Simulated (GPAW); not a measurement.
**CO/Mo(110) in an electric field**

Wanted: the out-of-plane polarisability of CO/Mo(110).

Program: GPAW 26.7.0. Level of theory: GPAW, PAW setups; slab in vacuum, relaxation, in the first sound run; inputs show where later runs differ. Results are calculated unless marked as measured.

This is a report of a sequence of runs, with most program output left out.

## Step 1: Starting point

The cell holds 6 atoms: 4 Mo, 1 C and 1 O. Cell: a = 2.728 Å, b = 2.728 Å, c = 23.518 Å, α = 90.0°, β = 90.0°, γ = 70.5°. Vacuum lies along c.

## Step 2: Relaxing the atoms

The atoms are relaxed first, since the surface dipole, and with it the work function, follows the positions of the outer layers. The lowest 2 atoms are held at bulk positions and keep their forces.

Input file run.py:

```python
import json
import numpy as np
from ase import Atoms
from ase.constraints import FixAtoms
from ase.optimize import BFGS
from gpaw import GPAW, PW

slab = Atoms(
    ['Mo', 'Mo', 'Mo', 'Mo', 'C', 'O'],
    positions=[
        [0.00000, 0.00000, 7.00000],
        [2.22739, -0.00000, 9.22739],
        [0.00000, 0.00000, 11.45477],
        [2.22739, -0.00000, 13.68216],
        [0.00000, 0.00000, 15.35828],
        [0.00000, 0.00000, 16.51828]],
    cell=[[2.22739, -1.575, 0.0], [2.22739, 1.575, 0.0], [0.0, 0.0, 23.51828]],
    pbc=[True, True, False])

slab.calc = GPAW(mode=PW(500), xc='PBE', kpts={'size': (12, 12, 1), 'gamma': True},
                 occupations={'name': 'fermi-dirac', 'width': 0.1}, nbands='160%',
                 convergence={'density': 1e-05}, maxiter=200,
                 poissonsolver={'dipolelayer': 'xy'},
                 symmetry={'tolerance': 1e-3, 'extra_ids': [1, 1, 0, 0, 0, 0]}, txt='slab.txt')
result = {}
slab.set_constraint(FixAtoms([0, 1]))
path = []
opt = BFGS(slab, maxstep=0.2)
opt.attach(lambda: path.append((slab.get_potential_energy(), slab.positions.tolist(), slab.get_forces().tolist())))
result['relaxed'] = bool(opt.run(fmax=0.03, steps=40))
result['path'] = path
energy = slab.get_potential_energy()
fermi = slab.calc.get_fermi_level()
v = slab.calc.get_electrostatic_potential().mean((0, 1)) - fermi
n = slab.calc.get_pseudo_density().mean((0, 1))
L = slab.cell[2, 2]
z = np.arange(len(v)) * L / len(v)
low, high = slab.positions[:, 2].min(), slab.positions[:, 2].max()
below, above = np.interp([low - 4.8, high + 4.8], z, v)
slopes = [np.interp(x, z, np.gradient(v, z)) for x in (low - 4.8, high + 4.8)]
eps = np.array([[slab.calc.get_eigenvalues(k, s) for k in range(len(slab.calc.get_ibz_k_points()))]
                for s in range(slab.calc.get_number_of_spins())]) - fermi
top, bottom = eps[eps < 0].max(), eps[eps > 0].min()
dipole = slab.get_dipole_moment()[2]
print(f'energy {energy:.4f} eV, Fermi level {fermi:.4f} eV, dipole {dipole:.5f} e A')
print(f'potential 4.8 A off the faces, from the Fermi level: lower {below:.4f} eV, upper {above:.4f} eV')
print(f'slope of the potential there: lower {slopes[0]:.5f}, upper {slopes[1]:.5f} eV/A')
print(f'nearest levels on the mesh: {top:.4f} and {bottom:.4f} eV')
print('magnetic moment', round(slab.get_magnetic_moment(), 3))
result.update(energy=energy, fermi=fermi, dipole=dipole, below=below, above=above, slopes=slopes, edges=[top, bottom],
              z=z.tolist(), v=v.tolist(), n=n.tolist(), positions=slab.positions.tolist(),
              forces=slab.get_forces(apply_constraint=False).tolist(), moments=slab.get_magnetic_moments().tolist())
json.dump(result, open('result.json', 'w'))
```

On the command line:

```sh
$ OMP_NUM_THREADS=1 OPENBLAS_NUM_THREADS=1 python run.py
```

It took 28 min on 1 thread of Intel Xeon Platinum 8488C (Sapphire Rapids), shared host; peak memory 0.38 GiB.

This run has no spin polarisation, although Mo can carry a moment.

Step by step:

| step | energy less that of the first step (eV) | largest force (eV/Å) |
| --- | --- | --- |
| 1 | 0.0000 | 1.9478 |
| 2 | 0.0116 | 2.6925 |
| 3 | -0.0285 | 0.6193 |
| 4 | -0.0370 | 0.3866 |
| 5 | -0.0445 | 0.3941 |
| 6 | -0.0462 | 0.1662 |
| 7 | -0.0470 | 0.1131 |
| 8 | -0.0476 | 0.1073 |
| 9 | -0.0479 | 0.0638 |
| 10 | -0.0479 | 0.0210 |

The atoms that moved most (Å):

| atom | dx | dy | dz | length |
| --- | --- | --- | --- | --- |
| Mo4 | 0.000 | 0.000 | 0.053 | 0.053 |
| C5 | 0.000 | 0.000 | -0.043 | 0.043 |
| Mo3 | 0.000 | 0.000 | 0.028 | 0.028 |
| O6 | 0.000 | 0.000 | -0.025 | 0.025 |

Final coordinates:

```xyz
6
Lattice="2.2274 -1.5750 0.0000 2.2274 1.5750 0.0000 0.0000 0.0000 23.5183" Properties=species:S:1:pos:R:3
Mo    0.0000    0.0000    7.0000
Mo    2.2274    0.0000    9.2274
Mo    0.0000    0.0000   11.4833
Mo    2.2274    0.0000   13.7347
C     0.0000    0.0000   15.3154
O     0.0000    0.0000   16.4934
```

Numbers from this step:

| Item | Value |
| --- | --- |
| dipole along the normal | -0.1009 e·Å |
| levels nearest the Fermi level on the mesh | -0.04983, 0.006712 eV from the Fermi level |
| upper work function | 7.227 eV |
| lower work function | 4.621 eV |

The electrostatic potential energy of an electron (without an applied field's), less the Fermi level, planar mean oscillates, so the rows of the table below give means over windows of 2.21 Å about each position, cut where the curve ends. Its maxima inside the range that stand out by 2 % of the span (Å: eV): 8.1: -2.09, 10.3: -1.92, 12.6: -1.89, 14.8: -4.33, 16.0: -0.933, 23.0: 7.23. Its minima: 7.0: -28.0, 9.2: -28.6, 11.5: -28.6, 13.7: -28.7, 15.3: -12.6, 16.5: -9.33.

Electrostatic potential energy of an electron (without an applied field's), less the Fermi level, planar mean against z; means over each step:

| z (Å) | electrostatic potential energy of an electron (without an applied field's), less the Fermi level, planar mean (eV) |
| --- | --- |
| 1.10 | 4.73 |
| 3.31 | 4.60 |
| 5.53 | -0.187 |
| 7.73 | -13.3 |
| 9.95 | -13.3 |
| 12.16 | -13.3 |
| 14.37 | -14.9 |
| 16.57 | -0.981 |
| 18.79 | 7.20 |
| 21.00 | 7.23 |
| 23.21 | 7.12 |

The pseudo valence density, planar mean oscillates, so the rows of the table below give means over windows of 2.26 Å about each position, cut where the curve ends. Its maxima inside the range that stand out by 2 % of the span (Å: e/Å³): 7.0: 1.99, 9.2: 1.99, 11.5: 1.99, 13.7: 1.99, 15.1: 0.495, 16.6: 0.945. Its minima: 8.1: 0.321, 10.3: 0.308, 12.6: 0.312, 14.7: 0.450, 15.4: 0.439.

Pseudo valence density, planar mean against z; means over each step:

z (Å), pseudo valence density, planar mean (e/Å³) and a bar:
```
     1.13       0.00 
     3.39       0.00 
     5.65       0.27 #########
     7.91       0.91 ##############################
    10.17       0.89 #############################
    12.43       0.89 #############################
    14.69       0.80 ###########################
    16.95       0.41 #############
    19.21       0.00 
    21.47       0.00
```

The relaxation lowered the energy of the cell by 0.0479 eV (energies extrapolated to zero smearing; the optimiser's log prints free energies). The largest force left on a free atom is 0.021 eV/Å.

## Step 3: Plane waves, PBE

The work function is the vacuum plateau of the electrostatic potential less the Fermi level; a dipole layer lets the two faces have plateaus of their own.

This step: GPAW, PAW setups; slab in vacuum (GPAW 26.7.0).

run.py, as its differences from that of step 2:

```diff
@@ -3,4 +3,2 @@
 from ase import Atoms
-from ase.constraints import FixAtoms
-from ase.optimize import BFGS
 from gpaw import GPAW, PW
@@ -12,6 +10,6 @@
         [2.22739, -0.00000, 9.22739],
-        [0.00000, 0.00000, 11.45477],
-        [2.22739, -0.00000, 13.68216],
-        [0.00000, 0.00000, 15.35828],
-        [0.00000, 0.00000, 16.51828]],
+        [0.00000, 0.00000, 11.48326],
+        [2.22739, -0.00000, 13.73471],
+        [-0.00000, -0.00000, 15.31536],
+        [-0.00000, -0.00000, 16.49343]],
     cell=[[2.22739, -1.575, 0.0], [2.22739, 1.575, 0.0], [0.0, 0.0, 23.51828]],
@@ -23,10 +21,4 @@
                  poissonsolver={'dipolelayer': 'xy'},
-                 symmetry={'tolerance': 1e-3, 'extra_ids': [1, 1, 0, 0, 0, 0]}, txt='slab.txt')
+                 symmetry={'tolerance': 1e-3}, txt='slab.txt')
 result = {}
-slab.set_constraint(FixAtoms([0, 1]))
-path = []
-opt = BFGS(slab, maxstep=0.2)
-opt.attach(lambda: path.append((slab.get_potential_energy(), slab.positions.tolist(), slab.get_forces().tolist())))
-result['relaxed'] = bool(opt.run(fmax=0.03, steps=40))
-result['path'] = path
 energy = slab.get_potential_energy()
```

Elapsed: 3.6 min, on 1 thread; peak memory 0.38 GiB.

This step gave:

```
dipole along the normal                    : -0.1007 e·Å
levels nearest the Fermi level on the mesh : -0.04983, 0.006697 eV from the Fermi level
upper work function                        : 7.226 eV
```

The electrostatic potential energy of an electron (without an applied field's), less the Fermi level, planar mean by z:

| z (Å) | electrostatic potential energy of an electron (without an applied field's), less the Fermi level, planar mean (eV) |
| --- | --- |
| 0.0 | 5.92 |
| 0.5 | 4.62 |
| 1.0 | 4.62 |
| 1.5 | 4.62 |
| 2.0 | 4.62 |
| 2.5 | 4.62 |
| 3.0 | 4.62 |
| 3.5 | 4.61 |
| 4.0 | 4.57 |
| 4.5 | 4.45 |
| 5.0 | 4.06 |
| 5.5 | 2.80 |
| 6.0 | -1.16 |
| 6.5 | -13.5 |
| 7.0 | -27.9 |
| 7.5 | -13.6 |
| 8.0 | -2.44 |
| 8.5 | -6.73 |
| 9.0 | -24.4 |
| 9.5 | -22.8 |
| 10.0 | -5.65 |
| 10.5 | -2.57 |
| 11.0 | -14.5 |
| 11.5 | -28.4 |
| 12.0 | -13.2 |
| 12.5 | -2.26 |
| 13.0 | -6.42 |
| 13.5 | -24.1 |
| 14.0 | -23.3 |
| 14.5 | -6.67 |
| 15.0 | -7.14 |
| 15.5 | -9.31 |
| 16.0 | -0.994 |
| 16.5 | -9.04 |
| 17.0 | 3.40 |
| 17.5 | 6.76 |
| 18.0 | 7.16 |
| 18.5 | 7.22 |
| 19.0 | 7.22 |
| 19.5 | 7.22 |
| 20.0 | 7.23 |
| 20.5 | 7.23 |
| 21.0 | 7.23 |
| 21.5 | 7.23 |
| 22.0 | 7.23 |
| 22.5 | 7.23 |
| 23.0 | 7.23 |

Pseudo valence density, planar mean against z:

z (Å), pseudo valence density, planar mean (e/Å³) and a bar:
```
      3.0       0.00 
      3.5       0.00 
      4.0       0.00 
      4.5       0.01 
      5.0       0.02 
      5.5       0.05 #
      6.0       0.18 ###
      6.5       0.77 ############
      7.0       1.95 ##############################
      7.5       0.77 ############
      8.0       0.34 #####
      8.5       0.46 #######
      9.0       1.55 ########################
      9.5       1.40 ######################
     10.0       0.42 ######
     10.5       0.33 #####
     11.0       0.83 #############
     11.5       1.95 ##############################
     12.0       0.75 ###########
     12.5       0.33 #####
     13.0       0.45 #######
     13.5       1.53 ########################
     14.0       1.43 ######################
     14.5       0.49 #######
     15.0       0.49 ########
     15.5       0.44 #######
     16.0       0.56 #########
     16.5       0.93 ##############
     17.0       0.37 ######
     17.5       0.05 #
     18.0       0.01 
     18.5       0.00 
     19.0       0.00
```

Force by atom:

| atom | x (eV/Å) | y (eV/Å) | z (eV/Å) | size |
| --- | --- | --- | --- | --- |
| Mo1 | 0.000 | 0.000 | 0.564 | 0.564 |
| Mo2 | 0.000 | 0.000 | -0.439 | 0.439 |
| Mo3 | 0.000 | 0.000 | -0.019 | 0.019 |
| Mo4 | 0.000 | 0.000 | -0.009 | 0.009 |
| C5 | 0.000 | 0.000 | -0.012 | 0.012 |
| O6 | 0.000 | 0.000 | -0.021 | 0.021 |

The potential is flat to 0.001 eV/Å where it is read, so the vacuum is wide enough.

## Step 4: Field on

A uniform field along the normal polarises the slab; the atoms stay fixed, so this is the electronic response alone.

run.py, as its differences from that of step 3:

```diff
@@ -4,2 +4,3 @@
 from gpaw import GPAW, PW
+from gpaw.external import ConstantElectricField
 
@@ -21,2 +22,3 @@
                  poissonsolver={'dipolelayer': 'xy'},
+                 external=ConstantElectricField(-0.2, [0, 0, 1]),
                  symmetry={'tolerance': 1e-3}, txt='slab.txt')
```

Run time: 5.8 min. Hardware: 1 thread; peak memory 0.6 GiB.

This step gave:

```yaml
dipole_along_the_normal: -0.1932 e·Å
levels_nearest_the_fermi_level_on_the_mesh: -0.05214, 0.003997 eV from the Fermi level
potential_below_the_slab_the_applied_field_s_own_ramp_left_out: 3.268 eV from the Fermi level
potential_above_the_slab_the_applied_field_s_own_ramp_left_out: 8.247 eV from the Fermi level
```

The electrostatic potential energy of an electron (without an applied field's), less the Fermi level, planar mean oscillates, so the rows of the table below give means over windows of 1 Å about each position, cut where the curve ends. Its maxima inside the range that stand out by 2 % of the span (Å: eV): 8.1: -2.83, 10.3: -2.21, 12.6: -1.72, 14.8: -3.73, 16.0: -0.103, 23.0: 8.25. Its minima: 7.0: -28.9, 9.2: -29.1, 11.5: -28.6, 13.7: -28.3, 15.3: -11.9, 16.5: -8.41.

The electrostatic potential energy of an electron (without an applied field's), less the Fermi level, planar mean by z; means over each step:

z (Å), electrostatic potential energy of an electron (without an applied field's), less the Fermi level, planar mean (eV) and a bar from the least value:
```
        0        4.2 ##########################
        1        3.3 #########################
        2        3.3 #########################
        3        3.3 #########################
        4        3.2 #########################
        5        2.6 #########################
        6       -3.7 ###################
        7      -23.3 
        8       -5.8 #################
        9      -21.4 ##
       10       -8.5 ##############
       11      -15.3 ########
       12      -14.3 #########
       13       -8.7 ##############
       14      -20.1 ###
       15       -7.3 ###############
       16       -3.6 ###################
       17        2.3 ########################
       18        8.1 ##############################
       19        8.2 ##############################
       20        8.2 ##############################
       21        8.2 ##############################
       22        8.2 ##############################
       23        8.0 ##############################
```

Force by atom:

| atom | x (eV/Å) | y (eV/Å) | z (eV/Å) | size |
| --- | --- | --- | --- | --- |
| Mo1 | 0.000 | 0.000 | 0.573 | 0.573 |
| Mo2 | 0.000 | 0.000 | -0.449 | 0.449 |
| Mo3 | 0.000 | 0.000 | -0.020 | 0.020 |
| Mo4 | 0.000 | 0.000 | 0.000 | 0.000 |
| C5 | 0.000 | 0.000 | -0.082 | 0.082 |
| O6 | 0.000 | 0.000 | 0.045 | 0.045 |

The dipole is now -0.193 e Å, against -0.10 in the run without a field.

## Step 5: In a field

run.py, as its differences from that of step 4:

```diff
@@ -22,3 +22,3 @@
                  poissonsolver={'dipolelayer': 'xy'},
-                 external=ConstantElectricField(-0.2, [0, 0, 1]),
+                 external=ConstantElectricField(-0.1, [0, 0, 1]),
                  symmetry={'tolerance': 1e-3}, txt='slab.txt')
```

It took 6.1 min on 1 thread; peak memory 0.61 GiB.

This step gave:

```
dipole along the normal                                         : -0.1472 e·Å
levels nearest the Fermi level on the mesh                      : -0.05099, 0.005328 eV from the Fermi level
potential below the slab, the applied field's own ramp left out : 3.943 eV from the Fermi level
potential above the slab, the applied field's own ramp left out : 7.737 eV from the Fermi level
```

The electrostatic potential energy of an electron (without an applied field's), less the Fermi level, planar mean oscillates, so the rows of the table below give means over windows of 1 Å about each position, cut where the curve ends. Its maxima inside the range that stand out by 2 % of the span (Å: eV): 8.1: -2.46, 10.3: -2.07, 12.6: -1.80, 14.8: -4.03, 16.0: -0.518, 23.0: 7.74. Its minima: 7.0: -28.5, 9.2: -28.9, 11.5: -28.6, 13.7: -28.5, 15.3: -12.3, 16.5: -8.87.

Table of electrostatic potential energy of an electron (without an applied field's), less the Fermi level, planar mean by z; means over each step:

| z (Å) | electrostatic potential energy of an electron (without an applied field's), less the Fermi level, planar mean (eV) |
| --- | --- |
| 0 | 4.66 |
| 1 | 3.94 |
| 2 | 3.94 |
| 3 | 3.94 |
| 4 | 3.88 |
| 5 | 3.26 |
| 6 | -3.15 |
| 7 | -22.8 |
| 8 | -5.46 |
| 9 | -21.2 |
| 10 | -8.35 |
| 11 | -15.3 |
| 12 | -14.3 |
| 13 | -8.84 |
| 14 | -20.3 |
| 15 | -7.66 |
| 16 | -4.04 |
| 17 | 1.83 |
| 18 | 7.62 |
| 19 | 7.73 |
| 20 | 7.74 |
| 21 | 7.74 |
| 22 | 7.74 |
| 23 | 7.52 |

Force by atom:

| atom | x (eV/Å) | y (eV/Å) | z (eV/Å) | size |
| --- | --- | --- | --- | --- |
| Mo1 | 0.000 | 0.000 | 0.568 | 0.568 |
| Mo2 | 0.000 | 0.000 | -0.444 | 0.444 |
| Mo3 | 0.000 | 0.000 | -0.019 | 0.019 |
| Mo4 | 0.000 | 0.000 | -0.004 | 0.004 |
| C5 | 0.000 | 0.000 | -0.046 | 0.046 |
| O6 | 0.000 | 0.000 | 0.012 | 0.012 |

The dipole is now -0.147 e Å, against -0.10 in the run without a field.

## Step 6: In a field

run.py, as its differences from that of step 5:

```diff
@@ -22,3 +22,3 @@
                  poissonsolver={'dipolelayer': 'xy'},
-                 external=ConstantElectricField(-0.1, [0, 0, 1]),
+                 external=ConstantElectricField(-0.05, [0, 0, 1]),
                  symmetry={'tolerance': 1e-3}, txt='slab.txt')
```

Wall time 5.7 min (1 thread); peak memory 0.6 GiB.

The electrostatic potential energy of an electron (without an applied field's), less the Fermi level, planar mean by z:

| z (Å) | electrostatic potential energy of an electron (without an applied field's), less the Fermi level, planar mean (eV) |
| --- | --- |
| 0.0 | 5.88 |
| 0.5 | 4.28 |
| 1.0 | 4.28 |
| 1.5 | 4.28 |
| 2.0 | 4.28 |
| 2.5 | 4.28 |
| 3.0 | 4.28 |
| 3.5 | 4.27 |
| 4.0 | 4.23 |
| 4.5 | 4.12 |
| 5.0 | 3.73 |
| 5.5 | 2.48 |
| 6.0 | -1.45 |
| 6.5 | -13.8 |
| 7.0 | -28.2 |
| 7.5 | -13.9 |
| 8.0 | -2.63 |
| 8.5 | -6.90 |
| 9.0 | -24.5 |
| 9.5 | -23.0 |
| 10.0 | -5.73 |
| 10.5 | -2.63 |
| 11.0 | -14.5 |
| 11.5 | -28.4 |
| 12.0 | -13.2 |
| 12.5 | -2.23 |
| 13.0 | -6.36 |
| 13.5 | -24.0 |
| 14.0 | -23.2 |
| 14.5 | -6.53 |
| 15.0 | -6.98 |
| 15.5 | -9.13 |
| 16.0 | -0.787 |
| 16.5 | -8.81 |
| 17.0 | 3.64 |
| 17.5 | 7.01 |
| 18.0 | 7.42 |
| 18.5 | 7.47 |
| 19.0 | 7.48 |
| 19.5 | 7.48 |
| 20.0 | 7.48 |
| 20.5 | 7.48 |
| 21.0 | 7.48 |
| 21.5 | 7.48 |
| 22.0 | 7.48 |
| 22.5 | 7.48 |
| 23.0 | 7.48 |

## Step 7: Field on

run.py, as its differences from that of step 6:

```diff
@@ -22,3 +22,3 @@
                  poissonsolver={'dipolelayer': 'xy'},
-                 external=ConstantElectricField(-0.05, [0, 0, 1]),
+                 external=ConstantElectricField(0.05, [0, 0, 1]),
                  symmetry={'tolerance': 1e-3}, txt='slab.txt')
```

Run time: 5.8 min. Hardware: 1 thread; peak memory 0.6 GiB.

The electrostatic potential energy of an electron (without an applied field's), less the Fermi level, planar mean oscillates, so the rows of the table below give means over windows of 2.21 Å about each position, cut where the curve ends. Its maxima inside the range that stand out by 2 % of the span (Å: eV): 8.1: -1.91, 10.3: -1.85, 12.6: -1.93, 14.8: -4.48, 16.0: -1.14, 23.0: 6.97. Its minima: 7.0: -27.7, 9.2: -28.5, 11.5: -28.5, 13.7: -28.8, 15.3: -12.8, 16.5: -9.56.

Electrostatic potential energy of an electron (without an applied field's), less the Fermi level, planar mean against z; means over each step:

| z (Å) | electrostatic potential energy of an electron (without an applied field's), less the Fermi level, planar mean (eV) |
| --- | --- |
| 1.10 | 5.05 |
| 3.31 | 4.93 |
| 5.53 | 0.119 |
| 7.73 | -13.1 |
| 9.95 | -13.2 |
| 12.16 | -13.3 |
| 14.37 | -15.0 |
| 16.57 | -1.21 |
| 18.79 | 6.94 |
| 21.00 | 6.97 |
| 23.21 | 6.89 |

## Step 8: Field on

run.py, as its differences from that of step 7:

```diff
@@ -22,3 +22,3 @@
                  poissonsolver={'dipolelayer': 'xy'},
-                 external=ConstantElectricField(0.05, [0, 0, 1]),
+                 external=ConstantElectricField(0.1, [0, 0, 1]),
                  symmetry={'tolerance': 1e-3}, txt='slab.txt')
```

Run time: 5.9 min. Hardware: 1 thread; peak memory 0.6 GiB.

The electrostatic potential energy of an electron (without an applied field's), less the Fermi level, planar mean oscillates, so the rows of the table below give means over windows of 2.21 Å about each position, cut where the curve ends. Its maxima inside the range that stand out by 2 % of the span (Å: eV): 8.1: -1.73, 10.3: -1.78, 12.6: -1.97, 14.8: -4.64, 16.0: -1.35. Its minima: 7.0: -27.5, 9.2: -28.4, 11.5: -28.5, 13.7: -28.9, 15.3: -13.0, 16.5: -9.79.

The electrostatic potential energy of an electron (without an applied field's), less the Fermi level, planar mean by z; means over each step:

z (Å), electrostatic potential energy of an electron (without an applied field's), less the Fermi level, planar mean (eV) and a bar from the least value:
```
     1.10        5.4 ############################
     3.31        5.3 ############################
     5.53        0.4 #####################
     7.73      -12.9 ###
     9.95      -13.1 ###
    12.16      -13.3 ###
    14.37      -15.2 
    16.57       -1.4 ###################
    18.79        6.7 ##############################
    21.00        6.7 ##############################
    23.21        6.7 ##############################
```

The dipole is now -0.0550 e Å, against -0.10 in the run without a field.

(Continued in part 2 of 2.)

[Logs are printed without paths, hosts, clocks, repeated set-up lines and the standing remarks that a program may print on its own settings, such as how far it seeks lower states.]

[Hosts, paths, dates, database ids (printed as entryN), source tags and the programs' standing remarks are cut or masked in the printed files.]
